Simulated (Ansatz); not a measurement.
# Y on Re(0001): change of the work function, part 2 of 2

How does one ordered layer of Y (hcp site) change the work function of Re(0001), and what dipole does each adsorbate carry?

Ansatz 0.2.0; plane-wave DFT, PBE, Ansatz PAW.

So far, work function, upper face (eV): step 2 (the clean slab) 4.98; step 3 (adsorbate added) 2.25; step 5 (the slab at 0.25 ML, atoms frozen) 2.25; step 6 (the substrate of the 0.25 ML cell alone) 5.01; step 7 (the adsorbate layer of the 0.25 ML cell alone) 3.18.

## Step 8: Where the charge went at 0.25 ML

This step: plane-wave DFT, PBE, Ansatz PAW; density difference on adsorption (Ansatz 0.2.0).

The densities of the parts are taken from that of the whole and averaged over planes; the first moment of what is left gives the step in the potential.

This step gave:

```
largest charge moved                 : 0.01220 e/Å²
potential step from the moved charge : -2.715 eV
```

The electron density difference oscillates, so the rows of the table below give means over windows of 1 Å about each position, cut where the curve ends. Its maxima inside the range that stand out by 2 % of the span (Å: e/Å³): 10.6: 3.6e-4, 11.8: 4.2e-4, 13.6: 0.00231, 15.0: 0.00145, 15.7: -0.00249, 16.8: 0.0241, 18.4: 0.00147. Its minima: 9.6: -5.9e-4, 11.2: -8.0e-4, 13.2: -9.2e-4, 14.4: -0.00274, 15.4: -0.00538, 16.1: -0.0131, 18.0: -0.0119, 19.3: -0.00665.

Planar mean, whole system less its parts. Electron density difference against z; means over each step:

| z (Å) | electron density difference (e/Å³) |
| --- | --- |
| 5 | -1.7e-6 |
| 6 | -1.8e-5 |
| 7 | -1.0e-4 |
| 8 | 4.9e-5 |
| 9 | 2.5e-4 |
| 10 | -1.2e-4 |
| 11 | -1.5e-4 |
| 12 | 1.7e-4 |
| 13 | -9.0e-5 |
| 14 | -4.7e-4 |
| 15 | -0.00137 |
| 16 | -0.00456 |
| 17 | 0.0179 |
| 18 | -0.00411 |
| 19 | -0.00400 |
| 20 | -0.00308 |
| 21 | -3.2e-4 |
| 22 | 2.1e-5 |
| 23 | 1.6e-5 |
| 24 | 4.4e-6 |
| 25 | 9.8e-7 |

Planar mean, whole system less its parts. The electrons moved below z by z:

| z (Å) | electrons moved below z (e/Å²) |
| --- | --- |
| 5 | -5.5e-7 |
| 6 | -7.4e-6 |
| 7 | -6.3e-5 |
| 8 | -1.7e-4 |
| 9 | 1.0e-4 |
| 10 | -3.4e-5 |
| 11 | 1.5e-4 |
| 12 | 4.9e-5 |
| 13 | 7.4e-5 |
| 14 | 5.3e-4 |
| 15 | -7.1e-4 |
| 16 | -0.00544 |
| 17 | 0.00558 |
| 18 | 0.00865 |
| 19 | 0.00610 |
| 20 | 9.7e-4 |
| 21 | -9.0e-6 |
| 22 | -3.4e-5 |
| 23 | -1.1e-5 |
| 24 | -2.8e-6 |
| 25 | -9.7e-7 |

## Step 9: A changed input

This step: plane-wave DFT, PBE, Ansatz PAW (Ansatz 0.2.0).

System of this step: Y/Re(0001). The cell holds 17 atoms: 16 Re and 1 Y. Its edges and angles: a = 5.520 Å, b = 5.520 Å, c = 27.873 Å, α = 90.0°, β = 90.0°, γ = 60.0°. Vacuum lies along c.

A run with a changed input: it repeats the earlier run at 0.25 ML with scf.occupations.width from 0.1 removed and scf.occupations.method from fermi_dirac to tetrahedron_uncorrected; its output block differs too.

input.yaml reads:

```yaml
crystal:
  lattice:
    - [5.5199999999, 0.0, 0.0]
    - [2.76, 4.7804602288, 0.0]
    - [0.0, 0.0, 27.8734172128]
  atoms:
    - { symbol: Re, position: [0.3333333333, 0.3333333333, 0.3228882893] }
    - { symbol: Re, position: [0.0, 0.0, 0.4028461927] }
    - { symbol: Re, position: [0.3333333333, 0.3333333333, 0.4862290964] }
    - { symbol: Re, position: [0.0, 0.0, 0.562078611] }
    - { symbol: Re, position: [0.3333333333, 0.8333333333, 0.3228882893] }
    - { symbol: Re, position: [0.0, 0.5, 0.4028461927] }
    - { symbol: Re, position: [0.3333333333, 0.8333333333, 0.4862290964] }
    - { symbol: Re, position: [0.0, 0.5, 0.562078611] }
    - { symbol: Re, position: [0.8333333333, 0.3333333333, 0.3228882893] }
    - { symbol: Re, position: [0.5, 0.0, 0.4028461927] }
    - { symbol: Re, position: [0.8333333333, 0.3333333333, 0.4862290964] }
    - { symbol: Re, position: [0.5, 0.0, 0.562078611] }
    - { symbol: Re, position: [0.8333333333, 0.8333333333, 0.3228882893] }
    - { symbol: Re, position: [0.5, 0.5, 0.4028461927] }
    - { symbol: Re, position: [0.8333333333, 0.8333333333, 0.4862290964] }
    - { symbol: Re, position: [0.5, 0.5, 0.562078611] }
    - { symbol: "Y", position: [0.3333333333, 0.3333333333, 0.6771117107] }
kpoints:
  mp_grid: { grid: [6, 6, 1] }
hamiltonian:
  xc: pbe
scf:
  occupations: { method: tetrahedron_uncorrected }
  convergence: { dr2_threshold: 1.0e-08 }
efield:
  axis: 3
  dipole_correction: true
  ramp_position: 0.97
  ramp_width: 0.06
relax:
  f_tol: 0.02
  max_steps: 60
  constraints: [{ sites: [0, 1, 4, 5, 8, 9, 12, 13] }]
output:
  bader: true
  dos: { projected: true, e_range: [-8, 4] }
  write_potential: true
  write_density: true
  volumetric_format: npy
```

Started as:

```
$ ansatz run input.yaml --threads 4 --pin off --max-ram 6144MiB --backend cpu --events-out ev --progress --plain --runs-dir out
```

Wall time 14 min (4 threads of Arm Neoverse N1, shared host); peak memory 2.3 GiB; 54 min of CPU time.

Relaxation path:

| step | energy less that of the first step (eV) | largest force component (eV/Å) |
| --- | --- | --- |
| 1 | 0.0000 | 2.2443 |
| 2 | -0.5373 | 2.4774 |
| 3 | -1.0513 | 2.4634 |
| 4 | -1.4965 | 1.8550 |
| 5 | -1.7277 | 1.1417 |
| 6 | -1.8105 | 0.2649 |
| 7 | -1.8158 | 0.0743 |
| 8 | -1.8166 | 0.0515 |
| 9 | -1.8149 | 0.1414 |
| 10 | -1.8169 | 0.0052 |

Relaxation step 9 was tried and not accepted.

Forces are held to the 6 operations that the run works with; a distortion that breaks them can't arise in this run.

The atoms that moved most (Å):

| atom | dx | dy | dz | length |
| --- | --- | --- | --- | --- |
| Y17 | 0.000 | 0.000 | -0.920 | 0.920 |
| Re4 | 0.000 | 0.000 | 0.099 | 0.099 |
| Re16 | 0.032 | 0.019 | -0.003 | 0.037 |
| Re8 | -0.032 | 0.019 | -0.003 | 0.037 |
| Re12 | 0.000 | -0.037 | -0.003 | 0.037 |
| Re15 | 0.013 | 0.008 | -0.010 | 0.018 |
| Re11 | 0.000 | -0.015 | -0.010 | 0.018 |
| Re7 | -0.013 | 0.008 | -0.010 | 0.018 |

Final coordinates:

```
Re Y
1.0
     5.52000    0.00000    0.00000
     2.76000    4.78046    0.00000
     0.00000    0.00000   27.87342
Re Y
16 1
Direct
  0.33333 0.33333 0.32289
  0.00000 0.00000 0.40285
  0.33333 0.33333 0.48631
  0.00000 0.00000 0.56563
  0.33333 0.83333 0.32289
  0.00000 0.50000 0.40285
  0.33014 0.83493 0.48589
  0.99225 0.50388 0.56197
  0.83333 0.33333 0.32289
  0.50000 0.00000 0.40285
  0.83493 0.33014 0.48589
  0.50388 0.99225 0.56197
  0.83333 0.83333 0.32289
  0.50000 0.50000 0.40285
  0.83493 0.83493 0.48589
  0.50388 0.50388 0.56197
  0.33333 0.33333 0.64409
```

Numbers from this step:

* work function, upper face: 2.314 eV
* work function, lower face: 5.114 eV
* dipole along the normal: 0.4083 e·Å
* step between the vacuum levels: -2.800 eV

The density of states has structure finer than the step of the table below, so its rows give means over 0.25 eV, whole bins alone (the curve runs from -8 to 1.98 eV). Peaks (eV: height): -2.410: 35.5, -2.290: 37.6, -0.360: 51.5, 0.270: 46.5, 0.360: 44.6, 0.810: 35.5, 1.770: 43.6.

Density of states against energy, zero at the Fermi level; means over each step:

| energy (eV) | density of states (states/eV a cell) |
| --- | --- |
| -7.75 | 1.77 |
| -7.50 | 2.42 |
| -7.25 | 1.69 |
| -7.00 | 2.37 |
| -6.75 | 1.82 |
| -6.50 | 5.35 |
| -6.25 | 6.49 |
| -6.00 | 9.89 |
| -5.75 | 13.5 |
| -5.50 | 12.1 |
| -5.25 | 15.0 |
| -5.00 | 18.4 |
| -4.75 | 16.4 |
| -4.50 | 10.5 |
| -4.25 | 14.9 |
| -4.00 | 16.3 |
| -3.75 | 19.7 |
| -3.50 | 11.6 |
| -3.25 | 20.8 |
| -3.00 | 9.86 |
| -2.75 | 11.4 |
| -2.50 | 24.0 |
| -2.25 | 25.1 |
| -2.00 | 18.4 |
| -1.75 | 20.0 |
| -1.50 | 28.6 |
| -1.25 | 27.2 |
| -1.00 | 24.8 |
| -0.75 | 20.0 |
| -0.50 | 20.1 |
| -0.25 | 22.9 |
| 0.00 | 13.6 |
| 0.25 | 14.1 |
| 0.50 | 16.9 |
| 0.75 | 16.9 |
| 1.00 | 15.3 |
| 1.25 | 13.3 |
| 1.50 | 15.9 |
| 1.75 | 20.5 |

Projected DOS per atom over height of the atomic layer and energy from the Fermi level. Layers: Re4 Re4 Re4 Re4 Y from below.

Ten even steps from '_' (0.01 states/eV) to '@' (2.28 states/eV), each cell a mean:
```
++==::==@@
==::::--##
==::::--%%
--::----@@
----::::**
**++++++==
**==++**--
@@++**%%--
++----**--
**++==**--
::::::--::
========..
--==--==__
--======__
::----::__
==++++==__
::====--__
..----::__
........__
__________
__________
__________
```
Columns: height of the atomic layer (Å) from 9 to 18.0; rows upwards: energy from the Fermi level (eV) from -7.96 to 1.95.

| quantity | this run | earlier run | difference |
| --- | --- | --- | --- |
| work function, upper face (eV) | 2.314 | 2.249 | 0.065 |
| work function, lower face (eV) | 5.114 | 5.074 | 0.040 |
| dipole along the normal (e·Å) | 0.4083 | 0.4121 | -0.0037 |

What moves beyond 0.01 in its unit (for the dipole 0.5 % and 5e-5 e·Å): work function, upper face (+0.0653 eV), work function, lower face (+0.0398 eV) and dipole along the normal (-0.00372 e·Å).

## Step 10: Results

| Property | Result |
| --- | --- |
| work function of the clean face | 4.98 eV |
| work function at 0.25 ML | 2.25 eV |
| dipole per adsorbate at 0.25 ML, positive end outwards | 1.87 D |
| step of the potential from the moved charge at 0.25 ML, upper less lower side, atoms held | -2.72 eV |

**Reading.** Y lowers the work function of Re(0001) at the lowest coverage, by 2.73 eV: the adsorbate layer has its positive end outwards. One coverage alone was completed, so no trend follows. The slab has 4 layers, at the tabulated experimental lattice constant, one starting site was run, and quantum-size effects of a slab this thin can reach one or two tenths of an eV. The main runs have no spin polarisation; a magnetic state could lie lower and would change these results.

[Logs are printed without paths, hosts, clocks, repeated set-up lines and the standing remarks that a program may print on its own settings, such as how far it seeks lower states.]

[Hosts, paths, dates, database ids (printed as entryN), source tags and the programs' standing remarks are cut or masked in the printed files.]

[Maps of the electrostatic potential energy from Ansatz leave out the sawtooth potential of an applied field or a dipole correction, so their vacuum need not be flat; planar profiles and work functions include it.]

[The density of states shown here was stored with 400 of the rows of the run's finer table, so its peaks can read low, often by over a quarter, or be missed, and its means over a window can be off by a tenth or more.]
